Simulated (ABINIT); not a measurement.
**AlInTe3 (Pm-3m): zone-centre phonons**

Aim: the zone-centre modes of AlInTe3 (Pm-3m).

Main program and level: ABINIT 10.8.3; DFT LDA, scalar-relativistic, plane waves, HGH norm-conserving pseudopotentials.

Most raw output is cut from this account.

The structure was built from a prototype and need not be the compound's stable phase.

## Step 1: Set-up

The structure is cubic, space group Pm-3m (No. 221). The conventional cell has a = 5.335 Å, b = 5.335 Å, c = 5.335 Å, α = 90.00°, β = 90.00°, γ = 90.00°. Nearest to In lie 12 Te at 3.77 Å. Al has 6 Te at 2.67 Å nearest. Te has 2 Al at 2.67 Å nearest. Farther neighbours and most contacts between anions are not listed.

## Step 2: A first look

A first run with smearing and empty bands tells whether the crystal has a gap, which decides between fixed occupations and smearing later on.

probe.abi reads:

```
# ground state
tolvrs 1.0d-08
prtden 1
prtwf 1

# basis, mesh and filling
ecut 20.0
ixc 7
ngkpt 4 4 4
nshiftk 1
shiftk 0.0 0.0 0.0
istwfk *1
occopt 7
tsmear 0.005
nband 19
nstep 100
diemac 9.0
prtebands 0
prtgsr 0

# cell and atoms
acell 3*1.0 Angstrom
rprim 
    5.335 0.0 0.0
    0.0 5.335 0.0
    0.0 0.0 5.335
ntypat 3
znucl 49 13 52
natom 5
typat 1 2 3 3 3
xred 
    0.0 0.0 0.0
    0.5 0.5 0.5
    0.5 0.5 0.0
    0.5 0.0 0.5
    0.0 0.5 0.5
pp_dirpath "./pseudo"
pseudos "In.hgh, Al.hgh, Te.hgh"
```

Command:

```console
$ OMP_NUM_THREADS=1 mpirun -n 4 abinit probe.abi > probe.log
```

Elapsed: 9 s, on 4 MPI ranks of Arm Neoverse V1, shared host; 36 s of CPU time.

Read from the output:

```yaml
volume_per_atom: 30.37 Å³
pressure: -1.055 GPa
gap_on_the_k_mesh: 0 eV
```

No gap opens on this mesh, so smearing is kept; the printed pressure holds the stress of the finite basis too.

## Step 3: Rough relaxation

The typed start is rough, so a first relaxation with smearing and loose thresholds takes it towards rest cheaply.

prerelax.abi reads:

```
# relaxation
ionmov 2
optcell 2
dilatmx 1.15
chkdilatmx 0
ntime 40
tolmxf 3.0d-04
tolvrs 1.0d-10
prtwf 0
prtden 0
chksymtnons 0

# basis, mesh and filling
ecut 21.0
ecutsm 3.0
ixc 7
ngkpt 4 4 4
nshiftk 1
shiftk 0.0 0.0 0.0
istwfk *1
occopt 7
tsmear 0.005
nband 19
nstep 100
diemac 1000000.0
prtebands 0
prtgsr 0

# cell and atoms
acell 3*1.0 Angstrom
rprim 
    5.335 0.0 0.0
    0.0 5.335 0.0
    0.0 0.0 5.335
ntypat 3
znucl 49 13 52
natom 5
typat 1 2 3 3 3
xred 
    0.0 0.0 0.0
    0.5 0.5 0.5
    0.5 0.5 0.0
    0.5 0.0 0.5
    0.0 0.5 0.5
pp_dirpath "./pseudo"
pseudos "In.hgh, Al.hgh, Te.hgh"
```

Command:

```console
$ OMP_NUM_THREADS=1 mpirun -n 4 abinit prerelax.abi > prerelax.log
```

Elapsed: 30 s, on 4 MPI ranks.

The steps of the relaxation:

```
step  energy less that of the first step (eV)  largest force (eV/Å)  volume (Å³)
   1                                   0.0000                0.0000       151.85
   2                                  -0.0024                0.0000       151.41
   3                                  -0.0102                0.0000       148.32
```

```
conventional cell, symmetrised  before  after  change
                         a (Å)   5.335  5.293  -0.8 %
                         b (Å)   5.335  5.293  -0.8 %
                         c (Å)   5.335  5.293  -0.8 %
              volume (Å³/atom)   30.37  29.66  -2.3 %
```

Numbers from this step:

* volume per atom: 29.66 Å³
* pressure: 0.02910 GPa

The volume changes by -2.3 % in this run and stands -2.3 % from the first cell.

## Step 4: Relaxation

The harmonic expansion needs vanishing forces, and a free crystal bears no stress, so cell and atoms are brought to rest. Stress is more sensitive to the basis than forces are: the last 3 Ha under the cutoff are smoothed with ecutsm, and the cutoff is raised above that of the later runs.

relax.abi reads:

```
# relaxation
ionmov 2
optcell 2
dilatmx 1.08
ntime 40
tolmxf 1.0d-05
tolvrs 1.0d-14
prtwf 0
prtden 0
chksymtnons 0

# basis, mesh and filling
ecut 26.0
ecutsm 3.0
ixc 7
ngkpt 4 4 4
nshiftk 1
shiftk 0.0 0.0 0.0
istwfk *1
occopt 6
tsmear 0.01
nband 19
nstep 100
diemac 1000000.0
prtebands 0
prtgsr 0

# cell and atoms
acell 3*1.0 Angstrom
rprim 
    5.293413534 0.0 0.0
    0.0 5.293413534 0.0
    0.0 0.0 5.293413534
ntypat 3
znucl 49 13 52
natom 5
typat 1 2 3 3 3
xred 
    0.0 0.0 0.0
    0.5 0.5 0.5
    0.5 0.5 0.0
    0.5 0.0 0.5
    0.0 0.5 0.5
pp_dirpath "./pseudo"
pseudos "In.hgh, Al.hgh, Te.hgh"
```

Command:

```console
$ OMP_NUM_THREADS=1 mpirun -n 4 abinit relax.abi > relax.log
```

Wall time 42 s (4 MPI ranks).

Little changed from the start: no atom moved by 0.005 Å and no cell edge by 0.1 %.

This step gave:

- volume per atom: 29.68 Å³
- pressure: 1.21e-5 GPa

The volume changes by +0.0 % in this run and stands -2.3 % from the first cell.

## Step 5: Self-consistent run for the response

First-order wavefunctions inherit every error of the ground state, hence the very tight tolvrs. Smearing stays on, as the first look found no gap above 0.3 eV.

gs.abi reads:

```
# ground state
tolvrs 1.0d-16
prtden 1
prtwf 1

# basis, mesh and filling
ecut 20.0
ixc 7
ngkpt 4 4 4
nshiftk 1
shiftk 0.0 0.0 0.0
istwfk *1
occopt 6
tsmear 0.01
nband 19
nstep 100
diemac 1000000.0
prtebands 0
prtgsr 0

# cell and atoms
acell 3*1.0 Angstrom
rprim 
    5.294201652 0.0 0.0
    0.0 5.294201652 0.0
    0.0 0.0 5.294201652
ntypat 3
znucl 49 13 52
natom 5
typat 1 2 3 3 3
xred 
    0.0 0.0 0.0
    0.5 0.5 0.5
    0.5 0.5 0.0
    0.5 0.0 0.5
    0.0 0.5 0.5
pp_dirpath "./pseudo"
pseudos "In.hgh, Al.hgh, Te.hgh"
```

Command:

```console
$ OMP_NUM_THREADS=1 mpirun -n 4 abinit gs.abi > gs.log
```

The job ended after 13 s (4 MPI ranks).

This step gave:

```yaml
pressure: -0.1163 GPa
```

The cell stands at -0.12 GPa: the relaxation ran with a smoothed and higher cutoff, and the difference is a stress of the finite basis.

## Step 6: Linear response at Γ

At q = 0 one unit cell holds all displacements. The response is solved for single atoms along the cell's directions, and symmetry skips those that follow from others. The crystal is treated as a metal, which screens a static field, so no field response is asked.

dfpt_gamma.abi reads:

```

# common to the responses
getwfk_filepath "gso_WFK"
kptopt 2
nqpt 1
qpt 0.0 0.0 0.0
asr 0
chneut 0

# displacements
rfphon 1
rfatpol 1 5
rfdir 1 1 1
tolvrs 1.0d-10
prtwf 0

# basis, mesh and filling
ecut 20.0
ixc 7
ngkpt 4 4 4
nshiftk 1
shiftk 0.0 0.0 0.0
istwfk *1
occopt 6
tsmear 0.01
nband 19
nstep 100
diemac 1000000.0
prtebands 0
prtgsr 0

# cell and atoms
acell 3*1.0 Angstrom
rprim 
    5.294201652 0.0 0.0
    0.0 5.294201652 0.0
    0.0 0.0 5.294201652
ntypat 3
znucl 49 13 52
natom 5
typat 1 2 3 3 3
xred 
    0.0 0.0 0.0
    0.5 0.5 0.5
    0.5 0.5 0.0
    0.5 0.0 0.5
    0.0 0.5 0.5
pp_dirpath "./pseudo"
pseudos "In.hgh, Al.hgh, Te.hgh"
```

Command:

```console
$ OMP_NUM_THREADS=1 mpirun -n 4 abinit dfpt_gamma.abi > dfpt_gamma.log
```

The job ended after 77 s (4 MPI ranks; 5.2 min of CPU time).

This step gave:

- largest acoustic frequency at the zone centre before the sum rule: -0.31 cm⁻¹
- highest optical zone-centre mode (no LO-TO term): 264.9 cm⁻¹
- lowest optical zone-centre mode: -52.68 cm⁻¹

The acoustic modes at Γ come out as far as 0.3 cm⁻¹ from zero, where they should vanish, a small numerical error. The lowest optical mode is imaginary, 53i cm⁻¹, an instability at this level and on this k mesh.

## Step 7: Modes with the sum rule

anaddb reads the merged derivatives and imposes the acoustic sum rule.

anaddb.abi reads:

```
ddb_filepath "gamma_DDB"
output_file "anaddb.abo"
outdata_prefix "anaddb"
asr 1
chneut 1
enunit 2
eivec 1
nph1l 1
qph1l 0.0 0.0 0.0 1.0
```

mrgddb.in reads:

```
gamma_DDB
merged
2
dfpt_gammao_DDB
gso_DDB
```

Command:

```console
$ mrgddb < mrgddb.in > mrgddb.log
$ OMP_NUM_THREADS=1 anaddb anaddb.abi > anaddb.log
```

The job ended after 0.49 s (1 thread).

No LO-TO term; unit eigenvectors of the mass-weighted matrix, from anaddb's displacements. The modes at Γ (shares of kinetic energy by element, %) (negative means imaginary):

```
mode  frequency (cm⁻¹)  symmetry  In %  Al %  Te %
   1             -52.7       T1u    11    15    74
   2             -52.7       T1u    11    15    74
   3             -52.7       T1u    11    15    74
   4             -30.1       T1u    67     8    25
   5             -30.1       T1u    67     8    25
   6             -30.1       T1u    67     8    25
   7             -25.4       T2u     0     0   100
   8             -25.4       T2u     0     0   100
   9             -25.4       T2u     0     0   100
  10               0.0  acoustic    22     5    73
  11               0.0  acoustic    22     5    73
  12               0.0  acoustic    22     5    73
  13             264.9       T1u     0    72    28
  14             264.9       T1u     0    72    28
  15             264.9       T1u     0    72    28
```

Displacements in mode 2 (-52.7 cm⁻¹), the largest set to 1:
```
In1  0.00 -0.41  0.00
Al2  0.00 -1.00  0.00
Te3  0.00  0.58  0.00
Te4  0.00 -0.59  0.00
Te5  0.00  0.58  0.00
```

Displacements in mode 8 (-25.4 cm⁻¹), the largest set to 1:
```
In1  0.00  0.00  0.00
Al2  0.00  0.00  0.00
Te3  0.00 -1.00  0.00
Te4  0.00  0.00  0.00
Te5  0.00  1.00  0.00
```

The rule moves no optical mode by more than 0.1 cm⁻¹.

## Step 8: Results

| Property | Result |
| --- | --- |
| space group after relaxation | Pm-3m |
| volume per atom | 29.7 Å³ |
| highest optical zone-centre mode (no LO-TO term) | 264.9 cm⁻¹ |
| lowest optical zone-centre mode | -52.7 cm⁻¹ |
| imaginary optical modes at the zone centre (no q mesh in this session) | yes |

In words: At the LDA level the optical modes of AlInTe3 (Pm-3m) at the zone centre run from 53i to 265 cm⁻¹, so the structure is a saddle point, with 9 modes beyond 10i cm⁻¹ there. These are harmonic frequencies at zero temperature: anharmonic shifts and linewidths and thermal expansion are left out. Spin-orbit coupling is left out, which can matter for the heavy elements here. The HGH files keep few electrons and have no core correction, which is cheap but rough for In. In a metal the frequencies hang on the k mesh and the smearing, most of all near Kohn anomalies. The structure is a hypothetical one, built on a prototype.

[Host names and launcher messages were left out of these logs when they were recorded.]

[Logs are printed without paths, hosts, clocks, repeated set-up lines and the standing remarks that a program may print on its own settings, such as how far it seeks lower states.]

[Hosts, paths, dates, database ids (printed as entryN), source tags and the programs' standing remarks are cut or masked in the printed files.]
